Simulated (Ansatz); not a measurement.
## What VInS3 (model cell, started as cubic perovskite with V in the octahedra) distorts into

Which phase does VInS3 (model cell, started as cubic perovskite with V in the octahedra) fall into along its unstable mode, and how much energy does it gain?

Calculated with Ansatz 0.2.0; DFT PBEsol, scalar-relativistic, plane waves, PAW; PAW set soft_1.

The structure was built from a prototype and need not be the compound's stable phase.

## 1. Set-up

It takes space group Pm-3m (No. 221, cubic). The conventional cell has a = 4.579 Å, b = 4.579 Å, c = 4.579 Å, α = 90.00°, β = 90.00°, γ = 90.00°. Nearest to In lie 12 S at 3.24 Å. Nearest to V lie 6 S at 2.29 Å. Nearest to S lie 2 V at 2.29 Å and 4 In at 3.24 Å. Farther neighbours and most contacts between anions are not listed.

## 2. Phonons on a q mesh

The cell comes from relaxations at this level that are not shown. Stability and thermal properties need the whole zone. Linear response on a 4×4×4 q mesh gives force constants as far as a supercell of that size would.

The input, input.yaml:

```yaml
crystal:
  lattice:
    - [4.5791567302, 0.0, 0.0]
    - [0.0, 4.5791567302, 0.0]
    - [0.0, 0.0, 4.5791567302]
  atoms:
    - { symbol: In, position: [0.0, 0.0, 0.0] }
    - { symbol: V, position: [0.5, 0.5, 0.5] }
    - { symbol: S, position: [0.5, 0.5, 0.0] }
    - { symbol: S, position: [0.5, 0.0, 0.5] }
    - { symbol: S, position: [0.0, 0.5, 0.5] }
kpoints:
  mp_grid: { grid: [8, 8, 8] }
hamiltonian:
  xc: pbesol
  pseudopotentials: { kind: paw, azcp: { folder: soft_1 }, xc_functional: pbe }
scf:
  occupations: { method: methfessel_paxton, width: 0.2 }
output:
  eigenvalues: true
phonons:
  method: dfpt
  qmesh: [4, 4, 4]
  temperatures: { t_max: 1000, t_step: 50 }
  qpath:
    path:
      - [[0.0, 0.0, 0.0], [0.0, 0.5, 0.0], [0.5, 0.5, 0.0], [0.0, 0.0, 0.0], [0.5, 0.5, 0.5], [0.0, 0.5, 0.0]]
      - [[0.5, 0.5, 0.5], [0.5, 0.5, 0.0]]
    npoints: 10
```

Run with:

```sh
ansatz run input.yaml --threads 4 --pin off --max-ram 16384MiB --backend cpu --events-out ev --progress --plain --runs-dir out
```

Numbers of over 12 decimals in the logs are rounded to 6 here.

What it wrote:

```text
Engine: ansatz 0.2.0, aarch64-unknown-linux-gnu
Pseudopotentials: kind: paw
Pseudopotential: In, paw, valence charge 13, recommended cutoff 420 eV (normal), soft_1/In.paw.azcp
Pseudopotential: V, paw, valence charge 13, recommended cutoff 420 eV (normal), soft_1/V.paw.azcp
Pseudopotential: S, paw, valence charge 6, recommended cutoff 420 eV (normal), soft_1/S.paw.azcp
Functional definition: PBEsol
  exchange = pbesol_x
  correlation = pbesol_c
Crystal: 5 atoms, lattice volume = 96.019 Å³
Basis set: ecut = 420 eV, 1863 PW (Γ), exchange–correlation on 64×64×64 points (8 copies of the dense FFT grid, shifted against one another)
Bands: 27, of which v1, the nominal top of the filled ones, is band 22 counted from 1 (21 counted from 0)
Symmetry: 48 space group operations
k-points: 35 of 512
Non-local potential: In, projectors of the file, l = 0: 2, l = 1: 2, l = 2: 2, l = 3: 1
Non-local potential: V, projectors of the file, l = 0: 3, l = 1: 2, l = 2: 3, l = 3: 1
Non-local potential: S, projectors of the file, l = 0: 2, l = 1: 2, l = 2: 1
PAW form: soft (Blöchl's): semilocal exchange-correlation on the pseudo side does not see the compensation charge
PAW frozen core: In, regenerated for the run's functional, and the local potential with it (the file was generated under x = pbe(κ = 0.804, μ = 0.219515), c = pbe(β = 0.066725))
PAW frozen core: V, regenerated for the run's functional, and the local potential with it (the file was generated under x = pbe(κ = 0.804, μ = 0.219515), c = pbe(β = 0.066725))
PAW frozen core: S, regenerated for the run's functional, and the local potential with it (the file was generated under x = pbe(κ = 0.804, μ = 0.219515), c = pbe(β = 0.066725))
PAW one-centre angular grid: In, 590 points (default); XC on 64 Gauss nodes
PAW one-centre angular grid: V, 590 points (default); XC on 64 Gauss nodes
PAW one-centre angular grid: S, 110 points (default); XC on 64 Gauss nodes
Initial density: superposition of atomic densities (chi_scale 0.1, normalization cell, long waves kept (reshape's long-wave potential 0.00 eV rms))
Initial wavefunctions: pseudopotential atomic-orbital guess
Functional: x = pbesol(κ = 0.804, μ = 0.123457), c = pbesol(β = 0.046)
SCF iter   1: F=—  HF=-11068.973042 eV  |F-HF|=—  |Δ(HF+E_count)|=         —  Δρ=1.11e-1  dr2=2.20e1  ethr=3.10e-3  ⟨swp⟩=7.8  Hψ=10026  notcnv=0  defer=2
automatic band count: the SCF goes on with 32 bands, as 27 were too few: the levels above may hold too much charge
preconditioner: auto → Kerker (q_TF=auto, 2.396 Å⁻¹)  [metal: Δε(μ)=0.013 eV  Ē_g=11.199 eV  σ=0.200 eV  W_gap=0.05  n_scr=26 (ndim 8)  ℏωp=22.7 eV  f_vac=0.000  D(μ)=5.23/eV (n_scr^D=56)]
SCF iter   2: F=—  HF=-11067.981142 eV  |F-HF|=—  |Δ(HF+E_count)|=   9.92e-1  S|Δr|=    0.00e0  Δρ=5.73e-2  dr2=6.55e0  ethr=3.10e-3  ⟨swp⟩=2.0  Hψ=1505  notcnv=0  defer=27
SCF iter   3: F=—  HF=-11067.479265 eV  |F-HF|=—  |Δ(HF+E_count)|=   5.02e-1  S|Δr|=    0.00e0  Δρ=1.06e-2  dr2=2.31e-1  ethr=3.10e-3  ⟨swp⟩=2.1  Hψ=1394  notcnv=0  defer=25
SCF iter   4: F=—  HF=-11067.465297 eV  |F-HF|=—  |Δ(HF+E_count)|=   1.40e-2  S|Δr|=    0.00e0  Δρ=3.11e-3  dr2=9.35e-3  ethr=5.26e-4  ⟨swp⟩=1.1  Hψ=1395  notcnv=0  defer=63
SCF iter   5: F=—  HF=-11067.464607 eV  |F-HF|=—  |Δ(HF+E_count)|=   6.90e-4  S|Δr|=    0.00e0  Δρ=9.83e-4  dr2=1.22e-3  ethr=2.12e-5  ⟨swp⟩=1.6  Hψ=1133  notcnv=0  defer=63
SCF iter   6: F=—  HF=-11067.464524 eV  |F-HF|=—  |Δ(HF+E_count)|=   8.25e-5  S|Δr|=    0.00e0  Δρ=4.27e-4  dr2=2.21e-4  ethr=2.78e-6  ⟨swp⟩=2.1  Hψ=1420  notcnv=0  defer=63
SCF iter   7: F=—  HF=-11067.464506 eV  |F-HF|=—  |Δ(HF+E_count)|=   1.83e-5  S|Δr|=    0.00e0  Δρ=1.01e-4  dr2=1.17e-5  ethr=5.03e-7  ⟨swp⟩=1.9  Hψ=1226  notcnv=0  defer=63
SCF iter   8: F=—  HF=-11067.464497 eV  |F-HF|=—  |Δ(HF+E_count)|=   8.60e-6  S|Δr|=    0.00e0  Δρ=2.59e-5  dr2=9.69e-7  ethr=2.65e-8  ⟨swp⟩=2.1  Hψ=1599  notcnv=0  defer=63
SCF iter   9: F=—  HF=-11067.464503 eV  |F-HF|=—  |Δ(HF+E_count)|=   5.96e-6  S|Δr|=    0.00e0  Δρ=3.63e-6  dr2=1.60e-8  ethr=2.20e-9  ⟨swp⟩=1.6  Hψ=1149  notcnv=0  defer=63
SCF iter  10: F=—  HF=-11067.464503 eV  |F-HF|=—  |Δ(HF+E_count)|=   1.41e-9  S|Δr|=    0.00e0  Δρ=7.27e-7  dr2=9.19e-10  ethr=3.63e-11  ⟨swp⟩=2.3  Hψ=1604  notcnv=0  defer=63
[...]
SCF 1 converged in 12 iterations: F = -11067.464503 eV  dr2 = 1.46e-12
  greatest PAW one-centre occupation: 1.000 electrons in one spin orbital (limit 2), on the V atom at site 1 (counted from 0), in its partial waves of l = 0
Initial density: read from a saved state, or passed on in memory by an earlier SCF of this step, an earlier step, the calling program or the single point that the run made first
[...]
SCF iter   1: F=—  HF=-11067.464505 eV  |F-HF|=—  |Δ(HF+E_count)|=         —  Δρ=3.65e-6  dr2=2.31e-8  ethr=1.82e-6  ⟨swp⟩=3.2  Hψ=6850  notcnv=0
eigensolver tolerance schedule: the retry pair's looser diagonalisation over-reported the residual by 34557.02 of it (diagonalisation noise at an unbounded share of the residual, at the tolerance the schedule requests for it); recorded, not acted on — ethr = c·dr2/N_el stays at c = 1.0e-1
preconditioner: auto → Kerker (q_TF=auto, 2.396 Å⁻¹)  [metal: Δε(μ)=0.009 eV  Ē_g=9.034 eV  σ=0.200 eV  W_gap=0.04  n_scr=26 (ndim 8)  ℏωp=22.7 eV  f_vac=0.000  D(μ)=4.95/eV (n_scr^D=32)]
SCF iter   2: F=—  HF=-11067.464503 eV  |F-HF|=—  |Δ(HF+E_count)|=   1.32e-6  S|Δr|=    0.00e0  Δρ=2.02e-6  dr2=6.39e-9  ethr=5.26e-11  ⟨swp⟩=4.0  Hψ=2596  notcnv=0
SCF iter   3: F=—  HF=-11067.464503 eV  |F-HF|=—  |Δ(HF+E_count)|=  2.53e-10  S|Δr|=    0.00e0  Δρ=1.27e-6  dr2=2.64e-9  ethr=1.45e-11  ⟨swp⟩=1.0  Hψ=945  notcnv=0
SCF iter   4: F=—  HF=-11067.464503 eV  |F-HF|=—  |Δ(HF+E_count)|=  1.46e-10  S|Δr|=    0.00e0  Δρ=6.27e-7  dr2=6.71e-10  ethr=6.00e-12  ⟨swp⟩=1.0  Hψ=946  notcnv=0
SCF iter   5: F=—  HF=-11067.464503 eV  |F-HF|=—  |Δ(HF+E_count)|=  1.46e-11  S|Δr|=    0.00e0  Δρ=5.37e-7  dr2=4.95e-10  ethr=1.52e-12  ⟨swp⟩=1.1  Hψ=947  notcnv=0
SCF iter   6: F=—  HF=-11067.464503 eV  |F-HF|=—  |Δ(HF+E_count)|=  2.91e-11  S|Δr|=    0.00e0  Δρ=2.37e-7  dr2=1.01e-10  ethr=1.13e-12  ⟨swp⟩=1.0  Hψ=945  notcnv=0
SCF iter   7: F=—  HF=-11067.464503 eV  |F-HF|=—  |Δ(HF+E_count)|=  5.46e-12  S|Δr|=    0.00e0  Δρ=9.42e-8  dr2=1.66e-11  ethr=1.00e-12  ⟨swp⟩=1.0  Hψ=945  notcnv=0
SCF iter   8: F=—  HF=-11067.464503 eV  |F-HF|=—  |Δ(HF+E_count)|=  1.82e-12  S|Δr|=    0.00e0  Δρ=2.18e-7  dr2=8.21e-11  ethr=1.00e-12  ⟨swp⟩=2.2  Hψ=1648  notcnv=0  recentre
[...]
WARN: eigensolver did not converge in 5 slots of this pass, the one above among them; of largest residual over every band (k=4): 1 band(s) unlocked (lowest unlocked band 31, counted from 0; max residual 1.42e-5 eV among the unlocked bands, 1.42e-5 eV over every band); of lowest unlocked band (k=4): band 31
NSCF: frozen V_eff on 125 k-points
DFPT response loops at q = (0, 0, 0) (fractional): preconditioner auto → Kerker (q_TF=auto, 2.396 Å⁻¹) (partly filled bands, converged f_vac=0.000); β = 1.00, the filter's whole step (`scf.mixing.beta` (0.50) is not read by the response loops under this deck's `scf.mixing.preconditioner`; to damp them name `kerker` or `kerker_dos`, under which they read `scf.mixing.beta`, and type it under 1.00, their step now; both keys bind the ground state too); Broyden in place of MSR1
NSCF: frozen V_eff on 400 k-points
DFPT response loops at q = (0, 0, 0.25) (fractional): mixed as the last ones told, above
NSCF: frozen V_eff on 250 k-points
DFPT response loops at q = (0, 0, -0.5) (fractional): mixed as the last ones told, above
NSCF: frozen V_eff on 640 k-points
DFPT response loops at q = (0, 0.25, 0.25) (fractional): mixed as the last ones told, above
NSCF: frozen V_eff on 400 k-points
DFPT response loops at q = (0, 0.25, -0.5) (fractional): mixed as the last ones told, above
NSCF: frozen V_eff on 250 k-points
DFPT response loops at q = (0, -0.5, -0.5) (fractional): mixed as the last ones told, above
NSCF: frozen V_eff on 1024 k-points
DFPT response loops at q = (0.25, 0.25, 0.25) (fractional): mixed as the last ones told, above
NSCF: frozen V_eff on 640 k-points
DFPT response loops at q = (0.25, 0.25, -0.5) (fractional): mixed as the last ones told, above
NSCF: frozen V_eff on 400 k-points
DFPT response loops at q = (0.25, -0.5, -0.5) (fractional): mixed as the last ones told, above
NSCF: frozen V_eff on 250 k-points
DFPT response loops at q = (-0.5, -0.5, -0.5) (fractional): mixed as the last ones told, above
SCF converged after 12 iterations
Stability not checked: this state was not tested for a lower state beside it, because cold or Methfessel-Paxton smearing, or corrected tetrahedra, fill the levels in a way that the test cannot read (fill_not_monotonic; see scf.lower_state_search)
Free energy (F): -11067.464503 eV
Harris-Foulkes:  -11067.464503 eV  (|F-HF|=3.64e-12)
Internal energy: -11067.445656 eV  (E = F + TS)
E sigma→0 (E₀):  -11067.459791 eV
Entropy (-TS):   -0.018847 eV (-3.769 meV/atom)
Fermi energy:    8.750439 eV
--- Per-component energies (eV) ---
  E_band       = -249.840573
  E_kinetic    = 827.299031
  E_local      = -2936.281243  (includes V_loc(G=0)·N_el)
  E_nonlocal   = 514.295107
  E_hartree    = 1168.867736
  E_xc         = -520.904225
  E_vxc        = -483.332872  (∫ρ·V_xc dr)
  E_paw        = -7008.401448  (= ΣΔE_a)
  E_vpaw       = -509.557141  (= ΣTr[D̂ρ^β])
  E_aug_tail   = 0.001108  (compensation charges beyond the density's cutoff)
  E_ewald      = -3112.893153
  E_core_change = 0.571431  (= ΣΔE_core)
  E_smearing   = -0.018847  (= −TS)
  E_closure    = -0.000000  (closes the sum)
  Σ components = -11067.464503   (vs F -11067.464503, Δ=0.00e0)
--- Band table (eV; the first three rows and the last of 35) ---
  k-point 0: bands = [... 18 lower, 7.4046, 7.8562, 7.8562, 7.8562, 8.1432, 8.1432, 8.1432, 9.3319, ... 6 higher]
  k-point 1: bands = [... 18 lower, 7.3028, 7.7559, 7.8610, 7.8936, 7.8936, 8.6144, 8.6144, 9.3387, ... 6 higher]
  k-point 2: bands = [... 18 lower, 7.0781, 7.8728, 7.9704, 7.9704, 7.9916, 9.2363, 9.2363, 9.3514, ... 6 higher]
  k-point 34: bands = [... 18 lower, 5.2562, 9.0711, 9.0711, 9.0711, 9.6338, 9.6338, 9.6338, 14.2089, ... 6 higher]
--- Phonons (Γ-DFPT): 4 representative perturbations + reference (Σ response iterations 12) ---
  ASR residual: 1.442e-5 → 0.000e0 eV/Å²; symmetrization residual: 8.138e-6 eV/Å²
  ASR residual per site (eV/Å²): 1.44e-5 1.13e-5 8.32e-6 8.32e-6 8.32e-6
  Γ frequencies (cm⁻¹): -76.80 -76.80 -76.80 0.00 0.00 0.00 58.48 58.48 58.48 71.36 71.36 71.36 331.87 331.87 331.87
--- Phonons (arbitrary-q DFPT): 10 irreducible q on the 4×4×4 mesh ---
  q = [0.0000, 0.0000, 0.0000] (star 1, of the zone-centre solve; hermiticity 1.61e-6, symmetrization 5.05e-12): -76.80 -76.80 -76.80 0.00 0.00 0.00 58.48 58.48 58.48 71.36 71.36 71.36 331.87 331.87 331.87
  q = [0.0000, 0.0000, 0.2500] (star 6, 9 solved perturbations in 1560 linear systems a pass and spin channel, the states on 200 of 512 k-point pairs; hermiticity 1.51e-6, symmetrization 1.29e-12): -132.35 -65.22 -65.22 18.08 18.08 22.94 32.38 32.38 42.48 88.03 88.03 94.96 321.53 321.53 343.96
  q = [0.0000, 0.0000, -0.5000] (star 3, 9 solved perturbations in 975 linear systems a pass and spin channel, the states on 125 of 512 k-point pairs; hermiticity 1.65e-6, symmetrization 5.11e-8): -68.25 -68.25 -11.96 -11.96 23.18 23.18 30.02 98.53 102.87 129.01 129.01 180.34 303.14 303.14 382.35
  q = [0.0000, 0.2500, 0.2500] (star 12, 9 solved perturbations in 2460 linear systems a pass and spin channel, the states on 320 of 512 k-point pairs; hermiticity 1.36e-6, symmetrization 1.83e-13): -125.44 -97.36 -85.28 -82.12 11.30 25.06 30.13 70.36 82.18 97.07 101.89 152.02 309.58 319.58 362.87
  q = [0.0000, 0.2500, -0.5000] (star 12, 15 solved perturbations on 200 of 512 k-point pairs; hermiticity 9.41e-7, symmetrization 2.86e-7): -109.47 -107.37 -95.86 -31.03 9.57 30.13 72.92 97.33 108.39 121.68 184.84 192.04 289.77 290.38 393.36
  q = [0.0000, -0.5000, -0.5000] (star 3, 9 solved perturbations in 975 linear systems a pass and spin channel, the states on 125 of 512 k-point pairs; hermiticity 2.07e-6, symmetrization 1.43e-7): -157.31 -108.78 -45.33 -45.33 21.40 103.45 103.45 113.56 113.56 137.72 198.17 198.17 210.19 268.32 411.42
  q = [0.2500, 0.2500, 0.2500] (star 8, 4 solved perturbations in 1376 linear systems a pass and spin channel, the states on 512 of 512 k-point pairs; hermiticity 1.15e-6, symmetrization 1.79e-12): -111.75 -111.75 -96.05 -65.06 -30.42 -30.42 90.08 103.25 103.25 148.34 148.34 156.44 318.45 318.45 385.32
  q = [0.2500, 0.2500, -0.5000] (star 12, 9 solved perturbations in 2460 linear systems a pass and spin channel, the states on 320 of 512 k-point pairs; hermiticity 8.49e-7, symmetrization 1.19e-7): -112.67 -111.12 -110.49 -57.24 -23.45 -5.20 95.39 105.28 149.23 181.43 184.15 200.21 271.58 298.87 413.50
  q = [0.2500, -0.5000, -0.5000] (star 6, 9 solved perturbations in 1560 linear systems a pass and spin channel, the states on 200 of 512 k-point pairs; hermiticity 1.40e-6, symmetrization 1.79e-7): -157.00 -118.25 -118.25 -28.14 -28.14 18.34 79.92 99.68 181.87 181.87 200.48 200.48 207.67 261.90 432.99
  q = [-0.5000, -0.5000, -0.5000] (star 1, 4 solved perturbations in 350 linear systems a pass and spin channel, the states on 125 of 512 k-point pairs; hermiticity 2.40e-6, symmetrization 2.10e-8): -170.04 -170.04 -156.45 -156.45 -156.45 14.48 14.48 14.48 193.77 193.77 193.77 206.33 206.33 206.33 447.37
  sum rule: each row above includes the acoustic sum rule's correction from the zone centre's row sums; it moved no ω² by more than (0.27 cm⁻¹)²
  mesh force constants: q→R imaginary residual 8.96e-19; ASR residual 1.442e-5 → 0.000e0 eV/Å²; symmetrization residual 3.997e-15 eV/Å²
  interpolated dispersion: 62 rows × 15 modes
  density of states and harmonic sums: on the 16×16×16 q-mesh, interpolated from the force constants of a 4×4×4 supercell (no non-analytic term)
  largest difference from the sums on the solved wave vectors: F 4.12e-2 eV, S 6.20e-5 and C_V 2.07e-5 eV/K
  zero-point energy: 0.106143 eV/cell   skipped modes (ω ≤ 0): 798, of them read as no rigid motion or as one in doubt: 795 (4.912e0 modes/cell left out, lowest -170.04 cm⁻¹)   left out of the sums: 3.28e-1 of the cell's modes: C_V's classical limit lies that fraction below 3 k_B per atom; for a crystal, a wire or a layer, F and S can be off by more, and a phonons.interpolated_qmesh denser along its periods is the remedy for the sampling
```

It took 18 min on 4 threads of Arm Neoverse V1, shared host; peak memory 3.4 GiB; 70 min of CPU time.

This run has no spin polarisation, although V can carry a moment.

Numbers from this step:

* volume per atom: 19.20 Å³
* gap on the k-mesh: 0 eV
* sum-rule residual before enforcement: 1.44e-5 eV/Å²
* lowest frequency on the path: -170.0 cm⁻¹
* point group: m-3m
* highest frequency on the path or at a solved wavevector: 447.5 cm⁻¹
* highest optical mode at the zone centre (no LO-TO term): 331.9 cm⁻¹
* lowest optical zone-centre mode: -76.8 cm⁻¹
* lowest mode on the q mesh (acoustic modes at Γ apart): -170.0 cm⁻¹

Frequencies (cm⁻¹) solved at each irreducible wavevector; negative means imaginary. Frequencies by wavevector, by row:

| q in reciprocal lattice units | star | mode 1 | mode 2 | mode 3 | mode 4 | mode 13 | mode 14 | mode 15 |
| --- | --- | --- | --- | --- | --- | --- | --- | --- |
| 0 0 0 | 1 | -76.8 | -76.8 | -76.8 | 0 | 331.9 | 331.9 | 331.9 |
| 0 0 0.25 | 6 | -132.3 | -65.2 | -65.2 | 18.1 | 321.5 | 321.5 | 344 |
| 0 0 -0.5 | 3 | -68.2 | -68.2 | -12 | -12 | 303.1 | 303.1 | 382.4 |
| 0 0.25 0.25 | 12 | -125.4 | -97.4 | -85.3 | -82.1 | 309.6 | 319.6 | 362.9 |
| 0 0.25 -0.5 | 12 | -109.5 | -107.4 | -95.9 | -31 | 289.8 | 290.4 | 393.4 |
| 0 -0.5 -0.5 | 3 | -157.3 | -108.8 | -45.3 | -45.3 | 210.2 | 268.3 | 411.4 |
| 0.25 0.25 0.25 | 8 | -111.8 | -111.8 | -96 | -65.1 | 318.4 | 318.4 | 385.3 |
| 0.25 0.25 -0.5 | 12 | -112.7 | -111.1 | -110.5 | -57.2 | 271.6 | 298.9 | 413.5 |
| 0.25 -0.5 -0.5 | 6 | -157 | -118.2 | -118.2 | -28.1 | 207.7 | 261.9 | 433 |
| -0.5 -0.5 -0.5 | 1 | -170 | -170 | -156.4 | -156.4 | 206.3 | 206.3 | 447.4 |

Interpolated from a 4×4×4 q mesh. Phonon branches along the path, in cm⁻¹:

| point | branch 1 | branch 2 | branch 3 | branch 4 | branch 12 | branch 13 | branch 14 | branch 15 |
| --- | --- | --- | --- | --- | --- | --- | --- | --- |
| Γ | -77 | -77 | -77 | 0 | 71 | 332 | 332 | 332 |
| halfway | -132 | -65 | -65 | 18 | 95 | 322 | 322 | 344 |
| X | -68 | -68 | -12 | -12 | 180 | 303 | 303 | 382 |
| halfway | -110 | -107 | -96 | -31 | 192 | 290 | 290 | 393 |
| M | -157 | -109 | -45 | -45 | 198 | 210 | 268 | 411 |
| halfway | -125 | -97 | -85 | -82 | 152 | 310 | 320 | 363 |
| Γ | -77 | -77 | -77 | 0 | 71 | 332 | 332 | 332 |
| halfway | -112 | -112 | -96 | -65 | 156 | 318 | 318 | 385 |
| R | -170 | -170 | -156 | -156 | 206 | 206 | 206 | 447 |
| halfway | -113 | -111 | -110 | -57 | 200 | 272 | 299 | 414 |
| X | -68 | -68 | -12 | -12 | 180 | 303 | 303 | 382 |
| jump to R | -170 | -170 | -156 | -156 | 206 | 206 | 206 | 447 |
| halfway | -157 | -118 | -118 | -28 | 200 | 208 | 262 | 433 |
| M | -157 | -109 | -45 | -45 | 198 | 210 | 268 | 411 |

Symmetry leaves 10 wavevectors to solve. The lowest mode among them, the acoustic zeros apart, lies at q = (-0.5, -0.5, -0.5) and is imaginary, 170.0i cm⁻¹, so the energy falls along it.

[end of part 1 of 3]

[Logs are printed without paths, hosts, clocks, repeated set-up lines and the standing remarks that a program may print on its own settings, such as how far it seeks lower states.]

[Hosts, paths, dates, database ids (printed as entryN), source tags and the programs' standing remarks are cut or masked in the printed files.]
